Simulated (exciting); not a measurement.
**Core excitons at the B K edge of BN (Qingsongite)**

Aim: the B K absorption edge of BN (Qingsongite) with the electron–hole interaction treated explicitly, and what each term of the kernel does.

Calculated with exciting sodium; X-ray absorption, core-level Bethe-Salpeter equation, exchange and statically screened direct term, Tamm-Dancoff, all-electron LAPW+lo PBE.

## Step 1: The structure

It takes space group F-43m (No. 216, cubic). Conventional cell: a = 3.615 Å, b = 3.615 Å, c = 3.615 Å, α = 90.00°, β = 90.00°, γ = 90.00°. N has 4 B at 1.57 Å nearest. Nearest to B lie 4 N at 1.57 Å. Farther neighbours and most contacts between anions are not listed.

Coordinates:

```cif
data_structure
_symmetry_space_group_name_H-M 'P 1'
_symmetry_Int_Tables_number 1
_cell_length_a 2.5562
_cell_length_b 2.5562
_cell_length_c 2.5562
_cell_angle_alpha 60.000
_cell_angle_beta 60.000
_cell_angle_gamma 60.000
_cell_volume 11.81
loop_
_atom_site_label
_atom_site_type_symbol
_atom_site_fract_x
_atom_site_fract_y
_atom_site_fract_z
_atom_site_occupancy
N1 N 0.75000 0.75000 0.75000 1
B2 B 0.00000 0.00000 0.00000 1
```

Differences between curves are given as r.m.s. difference over r.m.s. height.

## Step 2: Ground state

The species files are the program's own, with muffin-tin radii set in the input.

The input, input.xml:

```
<input>
  <title>BN</title>
  <structure speciespath="." autormt="false" epslat="1.0e-5">
    <crystal>
      <basevect>0.0000000000 3.4156799696 3.4156799696</basevect>
      <basevect>3.4156799696 0.0000000000 3.4156799696</basevect>
      <basevect>3.4156799696 3.4156799696 0.0000000000</basevect>
    </crystal>
    <species speciesfile="N.xml" rmt="1.435">
      <atom coord="0.7500000000 0.7500000000 0.7500000000"/>
    </species>
    <species speciesfile="B.xml" rmt="1.435">
      <atom coord="0.0000000000 0.0000000000 0.0000000000"/>
    </species>
  </structure>
  <groundstate do="fromscratch" xctype="GGA_PBE" ngridk="7 7 7" rgkmax="7" gmaxvr="14" nempty="8" swidth="0.001" maxscl="100" epsengy="1e-5"/>
</input>
```

The run is started by

```console
$ OMP_NUM_THREADS=1 mpirun -n 4 exciting
```

What it wrote:

```text
EXCITING SODIUM started
********************************************************************************
* Ground-state run starting from atomic densities                              *
********************************************************************************
+ Starting initialization                                                      +
 Lattice vectors (cartesian) :
      0.0000000000      3.4156799696      3.4156799696
      3.4156799696      0.0000000000      3.4156799696
      3.4156799696      3.4156799696      0.0000000000
 Reciprocal lattice vectors (cartesian) :
     -0.9197561486      0.9197561486      0.9197561486
      0.9197561486     -0.9197561486      0.9197561486
      0.9197561486      0.9197561486     -0.9197561486
 Unit cell volume                           :      79.7005859752
 Brillouin zone volume                      :       3.1122759062
 Species :    1 (N)
     parameters loaded from                 :    N.xml
     name                                   :    nitrogen
     nuclear charge                         :      -7.00000000
     electronic charge                      :       7.00000000
     atomic mass                            :   25532.72506000
     muffin-tin radius                      :       1.43500000
     # of radial points in muffin-tin       :     250
     atomic positions (lattice) :
       1 :   0.00000000  0.00000000  0.00000000
 Species :    2 (B)
     parameters loaded from                 :    B.xml
     name                                   :    boron
     nuclear charge                         :      -5.00000000
     electronic charge                      :       5.00000000
     atomic mass                            :   19707.24741000
     muffin-tin radius                      :       1.43500000
     # of radial points in muffin-tin       :     250
     atomic positions (lattice) :
       1 :   0.25000000  0.25000000  0.25000000
 Total number of atoms per unit cell        :       2
 Spin treatment                             :    spin-unpolarised
 Number of Bravais lattice symmetries       :      48
 Number of crystal symmetries               :      24
 k-point grid                               :       7    7    7
 Total number of k-points                   :      30
 k-point set is reduced with crystal symmetries
 R^MT_min * |G+k|_max (rgkmax)              :       7.00000000
 Species with R^MT_min                      :       1 (N)
 Maximum |G+k| for APW functions            :       4.87804878
 Maximum |G| for potential and density      :      14.00000000
 G-vector grid sizes                        :      24    24    24
 Total number of G-vectors                  :    3695
 Maximum angular momentum used for
     APW functions                          :       8
     computing H and O matrix elements      :       8
     potential and density                  :       8
     inner part of muffin-tin               :       2
 Total nuclear charge                       :     -12.00000000
 Total electronic charge                    :      12.00000000
 Total core charge                          :       4.00000000
 Total valence charge                       :       8.00000000
 Number of empty states                     :       8
 Total number of valence states             :      13
 Maximum Hamiltonian size                   :     177
 Maximum number of plane-waves              :     169
 Total number of local-orbitals             :       8
 Exchange-correlation type                  :      20
     Perdew-Burke-Ernzerhof, Phys. Rev. Lett. 77, 3865 (1996)
     Generalised gradient approximation (GGA)
 Smearing scheme                            :    Gaussian
 Smearing width                             :       0.00100000
 Using multisecant Broyden potential mixing
+ Ending initialization                                                        +
********************************************************************************
* Groundstate module started                                                   *
********************************************************************************
 Output level for this task is set to normal
+ Self-consistent loop started                                                 +
 Density and potential initialised from atomic data
+ SCF iteration number :    1                                                  +
 Total energy                               :       -81.33570000
 _______________________________________________________________
 Fermi energy                               :         0.38918533
 Kinetic energy                             :        78.75969324
 Coulomb energy                             :      -148.91824801
 Exchange energy                            :       -10.75059520
 Correlation energy                         :        -0.42655003
 DOS at Fermi energy (states/Ha/cell)       :         0.00000000
 Electron charges :
     core                                   :         4.00000000
     core leakage                           :         0.00085261
     valence                                :         8.00000000
     interstitial                           :         2.89419305
     charge in muffin-tin spheres :
                  atom     1     N          :         5.95070469
                  atom     2     B          :         3.15510227
     total charge in muffin-tins            :         9.10580695
     total charge                           :        12.00000000
 Estimated fundamental gap                  :         0.23485637
        valence-band maximum at    1      0.0000  0.0000  0.0000
     conduction-band minimum at   19      0.4286  0.4286  0.0000
[... further iterations ...]
| Convergence targets achieved. Performing final SCF iteration                 +
 Total energy                               :       -79.69691776
 _______________________________________________________________
 Fermi energy                               :         0.43364777
 Kinetic energy                             :        79.42680846
 Coulomb energy                             :      -148.08550241
 Exchange energy                            :       -10.60463499
 Correlation energy                         :        -0.43358882
 DOS at Fermi energy (states/Ha/cell)       :         0.00000000
 Electron charges :
     core                                   :         4.00000000
     core leakage                           :         0.00085955
     valence                                :         8.00000000
     interstitial                           :         3.10066453
     charge in muffin-tin spheres :
                  atom     1     N          :         5.63229116
                  atom     2     B          :         3.26704432
     total charge in muffin-tins            :         8.89933547
     total charge                           :        12.00000000
 Estimated fundamental gap                  :         0.17385860
        valence-band maximum at    1      0.0000  0.0000  0.0000
     conduction-band minimum at   19      0.4286  0.4286  0.0000
+ Self-consistent loop stopped                                                 +
 STATE.OUT is written
********************************************************************************
* Groundstate module stopped                                                   *
********************************************************************************
 Total time spent (seconds)                 :         7.20
| EXCITING SODIUM stopped                                                      =
```

The job ended after 9 s (4 MPI ranks of Arm Neoverse V1, shared host).

The mesh shows a gap of 4.73 eV. Core levels (Dirac, from the valence top):

```csv
atom,level,energy (eV)
N,1s1/2,-375.2
B,1s1/2,-172.6
```

## Step 3: A richer basis for the empty states

Each species file gets more local orbitals, built from u and its energy derivative at 0.15 Ha and u at 0.9 Ha.

input.xml is that of step 2.

The input, SPECIES.xml, added lines:

```
<lo l="L">  <!-- L = 0, 1, 2 -->
  <wf matchingOrder="0" trialEnergy="0.1500" searchE="false"/>
  <wf matchingOrder="1" trialEnergy="0.1500" searchE="false"/>
  <wf matchingOrder="0" trialEnergy="0.9000" searchE="false"/>
</lo>
```

The run is started by

```console
$ OMP_NUM_THREADS=1 mpirun -n 4 exciting
```

What it wrote:

```text
EXCITING SODIUM started
********************************************************************************
* Ground-state run starting from atomic densities                              *
********************************************************************************
+ Starting initialization                                                      +
[... lattice and species ...]
 Spin treatment                             :    spin-unpolarised
 Number of Bravais lattice symmetries       :      48
[...]
valence-band maximum at    1      0.0000  0.0000  0.0000
     conduction-band minimum at   19      0.4286  0.4286  0.0000
+ Self-consistent loop stopped                                                 +
 STATE.OUT is written
********************************************************************************
* Groundstate module stopped                                                   *
********************************************************************************
 Total time spent (seconds)                 :         7.95
| EXCITING SODIUM stopped                                                      =
[key lines of the parts left out:]
Total energy                               :       -79.69709179
Fermi energy                               :         0.43399005
```

Run time: 9 s. Hardware: 4 MPI ranks.

Against the first ground state the total energy moves by -2 meV an atom and the gap by 0.00 eV.

(Part 1 of 3 ends here.)

[Banner, clock and machine lines of the logs are left out without a mark of their own.]

[Logs are printed without paths, hosts, clocks, repeated set-up lines and the standing remarks that a program may print on its own settings, such as how far it seeks lower states.]

[Hosts, paths, dates, database ids (printed as entryN), source tags and the programs' standing remarks are cut or masked in the printed files.]
